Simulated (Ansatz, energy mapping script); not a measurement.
# LiNiSe2 in the alpha-NaFeO2 structure: energy mapping under PBEsol+U (1.2 eV), part 3 of 3

How strongly do the moments of LiNiSe2 in the alpha-NaFeO2 structure couple under PBEsol+U (1.2 eV)? The plan is to run several orders and fit a Heisenberg model.

PBEsol with U = 1.2 eV on Ni d, ortho-atomic projectors; plane waves, U on orthogonalised atomic orbitals unless named otherwise, collinear spin, no spin–orbit coupling.

So far. Step 9 (Compensated +− start in cell C (8 atoms)): The run ends antiferromagnetic, 12.89 meV a magnetic atom above the parallel order of its cell (energies taken at zero occupation width, not the printed F). Step 10 (Parallel start in cell D (8 atoms)): The run ends ferromagnetic. For each magnetic atom its energy differs from the parallel run of the first cell by -2.97 meV, an error that one common reference would have brought in.

## 11. Order 8: compensated +−, cell D of 8 atoms

This order reverses 0 of the 6 neighbours at 3.52 Å and 6 of the 6 neighbours at 6.34 Å, counted for an average magnetic atom.

input.yaml reads:

```yaml
crystal:
  lattice:
    - [1.759824408, -3.048105288, 8.519e-06]
    - [3.519648816, 0.0, 0.0]
    - [1.759824408, -1.016001534, 12.007637601]
  atoms:
    - { symbol: Li, position: [0.0, 0.0, 0.0] }
    - { symbol: Li, position: [0.5, 0.5, 0.5] }
    - { symbol: Ni, position: [0.75, 0.75, 0.75], spin: 2.0 }
    - { symbol: Ni, position: [0.25, 0.25, 0.25], spin: -2.0 }
    - { symbol: Se, position: [0.879097295, 0.879097295, 0.362708115] }
    - { symbol: Se, position: [0.379097295, 0.379097295, 0.862708115] }
    - { symbol: Se, position: [0.620902705, 0.620902705, 0.137291885] }
    - { symbol: Se, position: [0.120902705, 0.120902705, 0.637291885] }
magnetization:
  spin_polarized: true
kpoints:
  mp_grid: { grid: [10, 10, 10] }
hamiltonian:
  xc: pbesol
  hubbard:
    sites:
      - { species: Ni, l: d, u_eff: 1.2 }
      - { site: 2, l: d, u_eff: 1.2, starting_ns: [{ spin: up, occupation_matrix: ni2_major }, { spin: down, occupation_matrix: ni2_minor }] }
      - { site: 3, l: d, u_eff: 1.2, starting_ns: [{ spin: up, occupation_matrix: ni2_minor }, { spin: down, occupation_matrix: ni2_major }] }
    projectors: ortho-atomic
    occupation_matrices:
      ni2_major:
        matrix:
          - [0.984, 0.0, 0.0, 0.0, 0.0]
          - [0.0, 0.899, 0.0, 0.0, 0.059]
          - [0.0, 0.0, 0.899, 0.059, 0.0]
          - [0.0, 0.0, 0.059, 0.94, 0.0]
          - [0.0, 0.059, 0.0, 0.0, 0.94]
      ni2_minor:
        matrix:
          - [0.976, 0.0, 0.0, 0.0, 0.0]
          - [0.0, 0.704, 0.0, 0.0, 0.179]
          - [0.0, 0.0, 0.704, 0.179, 0.0]
          - [0.0, 0.0, 0.179, 0.86, 0.0]
          - [0.0, 0.179, 0.0, 0.0, 0.86]
scf:
  occupations: { method: fermi_dirac, width: 0.05 }
output:
  eigenvalues: true
```

The run is started by

```console
ansatz run input.yaml --threads 4 --pin off --max-ram 8192MiB --backend cpu --events-out ev --progress --plain --runs-dir out
```

Numbers of over 12 decimals in the logs are rounded to 6 here.

Log:

```text
[...]
Crystal: 8 atoms, lattice volume = 128.821 Å³
Basis set: ecut = 420 eV, 2495 PW (Γ)
Bands: 66, of which v1, the nominal top of the filled ones, is band 53 counted from 1 (52 counted from 0)
Symmetry: 4 space group operations
k-points: 282 of 1000
[...]
Starting moments: Σ|m| = 4 μB on 2 of 8 sites
[...]
k-point 1 ↑: bands = [... 49 lower, 10.2154, 10.3513, 10.3513, 11.5087, 11.5087, 11.8962, 11.8962, 14.9667, ... 9 higher]
  k-point 2 ↑: bands = [... 49 lower, 10.2243, 10.3414, 10.3414, 11.5101, 11.5101, 11.8957, 11.8957, 14.9510, ... 9 higher]
  k-point 281 ↓: bands = [... 49 lower, 8.3695, 8.5412, 8.6602, 10.1888, 10.8170, 11.5726, 11.5952, 13.5192, ... 9 higher]
Occupation matrices written to <dir>
[key lines of the parts left out:]
SCF converged after 17 iterations
Magnetization: 0.0000 μB (53.0000 up, 53.0000 down)
Free energy (F): -33716.033096 eV
Fermi energy:    10.336642 eV
```

Wall time 69 s (4 threads of Arm Neoverse V1, shared host); peak memory 3.2 GiB; 4.5 min of CPU time.

The run ends antiferromagnetic, 17.62 meV a magnetic atom above the parallel order of its cell (energies taken at zero occupation width, not the printed F).

## 12. The fit

Each energy difference is a sum of couplings weighted by the pairs that the order reverses. A few near shells are fitted to the differences by least squares. Energies are those extrapolated to zero occupation width, not the free energies F.

The orders side by side; each is measured from the parallel order in the same cell and on the same mesh:

```
                   order  atoms  energy (meV a magnetic atom)  moments (μB)  moments kept as typed  opposed neighbours at 3.52, 6.34 Å
      parallel in cell A      8                          0.00          0.62                    yes                                0, 0
compensated +− in cell A      8                         16.95          0.37                    yes                                4, 4
      parallel in cell B     12                          0.00          0.64                    yes                                0, 0
      parallel in cell C      8                          0.00          0.61                    yes                                0, 0
compensated +− in cell C      8                         12.89          0.41                    yes                                4, 2
      parallel in cell D      8                          0.00          0.60                    yes                                0, 0
compensated +− in cell D      8                         17.62          0.51                    yes                                0, 6
```

Fitted to E = −Σ J e·e over ordered pairs of unit vectors (J > 0 favours parallel moments):

```
 pair  distance (Å)  neighbours  J (meV)
Ni–Ni          3.52           6    0.782
Ni–Ni          6.34           6     1.44
```

These orders cannot tell some unfitted shells from fitted ones: the value at 3.52 Å holds J(3.52) + J(6.10) + 2 J(9.31) and the value at 6.34 Å holds J(6.34) + 2 J(8.06); other unfitted shells add to the values wholly or in part. No temperature is drawn.

Adding the shell at 7.25 Å gives 0.76, 1.4 and 0.11 meV, an exact solve that tests nothing.

The script's first fit took in one more shell; these couplings were computed anew from the same energies.

Limits of this fit: the pairs at 6.10 and 7.04 Å are left out of the fit, though near enough to matter; moments change by up to 39 % between orders; the parallel runs differ by 4.5 meV between cells, so mesh or basis is not converged; 1 of the orders did not finish or lost their signs.

## 13. What came out

- lowest order tried: parallel
- largest fitted value (a combination of shells), Ni–Ni at 6.34 Å: 1.44 meV

In words: Of the orders tried, LiNiSe2 in the alpha-NaFeO2 structure prefers parallel moments under PBEsol+U (1.2 eV). Orders that were not tried, spirals among them, may lie lower. The largest fitted value is 1.4 meV, at 6.34 Å. It is a combination of shells that these orders cannot split, so neither its size nor its sign can be laid on that pair alone. The orders also reverse pairs at 6.10 and 7.25 Å, which are not fitted, so the fitted values hold their part too. With 3 differences for 2 couplings the fit misses by 0.86 meV at most, a small part of the spread. Taking in the shell at 7.25 Å as well gives 0.76, 1.4 and 0.11 meV. The shorter fit, which has an equation to spare, is the one used. In the fitted orders moments change by up to 39 % against the parallel run of the same cell, so a model of fixed spins is doubtful here. The pairs at 6.10 and 7.04 Å are nearer than the strongest fitted shell or at most 15 % farther, and these orders do not fix their coupling, so no ordering temperature is given. Every order is gapless on its mesh at this level. In a metal exchange reaches farther, and a short model of fixed moments is less apt; where the compound is in fact an insulator, these couplings come from a wrongly metallic state. With a near shell that the orders cannot separate, no temperature is given. The fit is in doubt: the parallel runs differ by 4.5 meV between cells, so mesh or basis is not converged. The couplings are then rough, the small ones most of all. The cell was built from a prototype and relaxed; a distortion that needs a larger cell, or another structure that the compound may prefer, is not captured.

[Logs and program files are shortened in this print: banners, set-up blocks, solver, clock and traceback lines can be left out without a mark of their own.]

[Logs are printed without paths, hosts, clocks, repeated set-up lines and the standing remarks that a program may print on its own settings, such as how far it seeks lower states.]

[Hosts, paths, dates, database ids (printed as entryN), source tags and the programs' standing remarks are cut or masked in the printed files.]

[Where a cell is said to come from a database of computed structures, the database is the Materials Project.]
